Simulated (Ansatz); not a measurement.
# How fast states decay through KPbCO3F, part 2 of 2

Aim: relax a made-up compound, KPbCO3F, and see how good a tunnel barrier it would be. It is built by putting Pb for Sr in the KSrCO3F structure of space group P-6m2, with the volume rescaled by atomic radii. The parent structure comes from the Materials Project.

Ansatz 0.2.0; r2SCAN DFT, plane waves, PAW files (the session's first sound run).

So far. Step 3 (Band edges): The searched edges give 3.57 eV, as on the mesh. Step 4 (Decaying states in the gap, plane (100), k-mesh 6×6×6): At the listed wavevectors the last open channel is at -0.01 eV and the next at +3.59 eV on the grid. At +1.79 eV, the grid energy nearest the filling level (the middle of the gap on the SCF mesh), the slowest state at the listed wavevectors decays with κ = 0.304 Å⁻¹, its amplitude falling by e over 3.3 Å.

The structure was built from a prototype and need not be the compound's stable phase.

**5. Decaying states in the gap, plane (110), k-mesh 6×8×8 (continued)**

K parallel (0, 0); values up to 1.5 1/Å, a degenerate pair printed once or twice; energies at which all values exceed this have no row. Table of Im kz of the slowest decaying states by energy, zero at the highest filled level on the SCF mesh:

```csv
energy (eV),decay 1 (Å⁻¹),decay 2 (Å⁻¹),decay 3 (Å⁻¹),decay 4 (Å⁻¹)
-1.00,0.440,0.742,0.840,0.842
-0.82,0.191,0.419,0.780,0.837
-0.55,0.215,0.362,0.424,0.828
-0.37,0.265,0.416,0.434,0.821
-0.10,0.310,0.450,0.468,0.810
-0.01,0.321,0.455,0.481,0.806
0.08,0.330,0.459,0.493,0.802
0.35,0.352,0.470,0.521,0.788
0.53,0.363,0.476,0.535,0.778
0.80,0.375,0.483,0.553,0.762
0.98,0.381,0.486,0.562,0.751
1.16,0.386,0.487,0.570,0.738
1.43,0.390,0.488,0.580,0.719
1.61,0.391,0.486,0.585,0.705
1.88,0.391,0.482,0.591,0.683
2.06,0.389,0.477,0.593,0.668
2.33,0.385,0.467,0.596,0.643
2.51,0.380,0.459,0.595,0.627
2.69,0.374,0.448,0.590,0.613
2.96,0.363,0.428,0.567,0.605
3.14,0.353,0.411,0.545,0.603
3.41,0.335,0.378,0.508,0.601
3.59,0.320,0.350,0.480,0.599
3.86,0.292,0.294,0.431,0.594
4.04,0.239,0.267,0.392,0.591
4.31,0.0657,0.212,0.316,0.585
4.49,0.147,0.239,0.566,0.580
```

K parallel (-0.5, 0); values up to 1.5 1/Å, a degenerate pair printed once or twice; energies at which all values exceed this have no row. The Im kz of the slowest decaying states by energy, zero at the highest filled level on the SCF mesh:

```csv
energy (eV),decay 1 (Å⁻¹),decay 2 (Å⁻¹),decay 3 (Å⁻¹),decay 4 (Å⁻¹)
-1.00,0.0263,0.169,0.528,0.641
-0.73,0.226,0.265,0.551,0.669
-0.46,0.225,0.387,0.567,0.678
-0.19,0.0951,0.449,0.577,0.583
-0.01,0.477,0.539,0.582,0.714
0.08,0.106,0.488,0.524,0.583
0.35,0.238,0.500,0.516,0.585
0.62,0.290,0.491,0.536,0.584
0.89,0.320,0.489,0.551,0.578
1.16,0.339,0.487,0.563,0.569
1.43,0.351,0.485,0.557,0.572
1.70,0.358,0.482,0.540,0.578
2.06,0.362,0.474,0.510,0.584
2.33,0.361,0.466,0.481,0.587
2.60,0.356,0.444,0.454,0.587
2.87,0.349,0.396,0.439,0.587
3.14,0.330,0.338,0.42,0.585
3.41,0.224,0.324,0.395,0.582
3.68,0.305,0.362,0.556,0.577
3.95,0.280,0.316,0.464,0.571
4.22,0.188,0.247,0.247,0.525
4.49,0.0940,0.197,0.363,0.553
```

At the listed wavevectors the last open channel is at -0.01 eV and the next at +3.68 eV on the grid. At +1.79 eV, the grid energy nearest the filling level (the middle of the gap on the SCF mesh), the slowest state at the listed wavevectors decays with κ = 0.360 Å⁻¹, its amplitude falling by e over 2.8 Å; the first such run, plane (100), gave 0.304 Å⁻¹.

**6. Band edges at another level, cutoff 1290 eV**

This step: r2SCAN DFT, plane waves, norm-conserving files (Ansatz 0.2.0).

The edges again with norm-conserving files, at the same atoms. Against that run the cutoff is 1290 eV against 500.

The input, input.yaml:

```yaml
crystal:
  lattice:
    - [5.3146852563, 0.0, 0.0]
    - [-2.6573426282, 4.6026524451, 0.0]
    - [0.0, 0.0, 4.7816900889]
  atoms:
    - { symbol: K, position: [0.6666666667, 0.3333333333, 0.0] }
    - { symbol: Pb, position: [0.3333333333, 0.6666666667, 0.5] }
    - { symbol: C, position: [0.0, 0.0, 0.5] }
    - { symbol: O, position: [0.8598286014, 0.7196572027, 0.5] }
    - { symbol: O, position: [0.8598286014, 0.1401713986, 0.5] }
    - { symbol: O, position: [0.2803427973, 0.1401713986, 0.5] }
    - { symbol: F, position: [0.3333333333, 0.6666666667, 0.0] }
kpoints:
  mp_grid: { grid: [6, 6, 6] }
  band_path: { path: [VBM, CBM], npoints: 30 }
scf:
  occupations: { method: fixed }
hamiltonian:
  xc: r2scan
  pseudopotentials: { kind: nc }
output:
  eigenvalues: true
```

On the command line:

```console
ansatz run input.yaml --threads 2 --pin off --max-ram 4096MiB --backend cpu --events-out ev --progress --plain --runs-dir out
```

Elapsed: 2 min, on 2 threads of Intel Xeon Platinum 8259CL at 2.50GHz (Skylake/Cascade Lake), shared host; peak memory 0.88 GiB; 3.9 min of CPU time.

Numbers from this step:

```yaml
free_energy: -5387.7962 eV
fermi_energy: 4.600 eV
gap_on_the_k_mesh: 3.584 eV
gap_on_path: 3.584 eV, by band count; negative where bands overlap
direct_gap_on_path: 4.185 eV
```

Electronic bands along the path, in eV, zero at the Fermi level (highest filled level under fixed occupations); v1 is the highest filled band, c1 the lowest empty one:

```csv
point,v4,v3,v2,v1,c1,c2,c3,c4
VBM,-2.37,-2.25,-1.48,0.00,4.19,4.79,5.67,5.96
halfway,-2.36,-2.19,-1.17,-0.77,3.96,5.36,5.82,6.13
CBM,-2.20,-2.20,-1.65,-0.88,3.58,5.66,6.31,6.31
```

The searched edges give 3.58 eV, as on the mesh.

**7. Complex bands at another level**

This step: r2SCAN DFT, plane waves, norm-conserving files; complex bands by layer matching along the plane's normal (Ansatz 0.2.0).

The complex bands at that level, over its own gap, at (0, 0) and (0, -0.5).

The input, input.yaml:

```yaml
crystal:
  lattice:
    - [5.314685256, 0.0, 0.0]
    - [0.0, 4.781690089, 0.0]
    - [2.657342628, 0.0, 4.602652445]
  atoms:
    - { symbol: K, position: [0.6666666667, 0.0, 0.6666666667] }
    - { symbol: Pb, position: [0.3333333333, 0.5, 0.3333333333] }
    - { symbol: C, position: [0.0, 0.5, 0.0] }
    - { symbol: O, position: [0.8598286014, 0.5, 0.8598286014] }
    - { symbol: O, position: [0.2803427973, 0.5, 0.8598286014] }
    - { symbol: O, position: [0.8598286014, 0.5, 0.2803427973] }
    - { symbol: F, position: [0.3333333333, 0.0, 0.3333333333] }
kpoints:
  mp_grid: { grid: [6, 6, 6] }
scf:
  occupations: { method: fixed }
hamiltonian:
  xc: r2scan
  pseudopotentials: { kind: nc }
output:
  eigenvalues: true
  transmission:
    leads: [[0, 0]]
    kpoints: [[0.0, 0.0], [0.0, -0.5]]
    e_range: [-1.0, 4.58]
    de: 0.09
```

It took 0.3 s on 2 threads; peak memory 0.21 GiB.

The input was rejected at the start.

The program's message: “Error: memory limit exceeded: the `transmission` phase of `transmission` needs 4.23 GiB against the run's memory maximum of 4.00 GiB; largest carriers: transmission 3.88 GiB, unmodelled-tail allowance …”

**8. Results**

* band gap: 3.57 eV
* least decay constant at mid-gap, normal to (100): 0.304 Å⁻¹
* least decay constant at mid-gap, normal to (110): 0.360 Å⁻¹

What this shows: With r2SCAN, the slowest decay at the wavevectors tried is κ = 0.304 Å⁻¹, normal to (100). Through such a film the transmission near mid-gap falls as exp(−2κd), a factor of ten every 3.8 Å. The decay depends on direction: 1.2 times faster normal to (110). A free electron under a barrier of half the gap would need a mass of 0.20 mₑ to decay at this rate. The slowest decay isn't at the zone centre. The compound is made up by substitution; its stability against other phases and against distortions of the cell's symmetry was not tested. r2SCAN still narrows gaps, if less than LDA and GGA do, while spin-orbit coupling, left out here, narrows them in compounds of heavy elements, so the error in κ can go either way.

[Logs are printed without paths, hosts, clocks, repeated set-up lines and the standing remarks that a program may print on its own settings, such as how far it seeks lower states.]

[Hosts, paths, dates, database ids (printed as entryN), source tags and the programs' standing remarks are cut or masked in the printed files.]
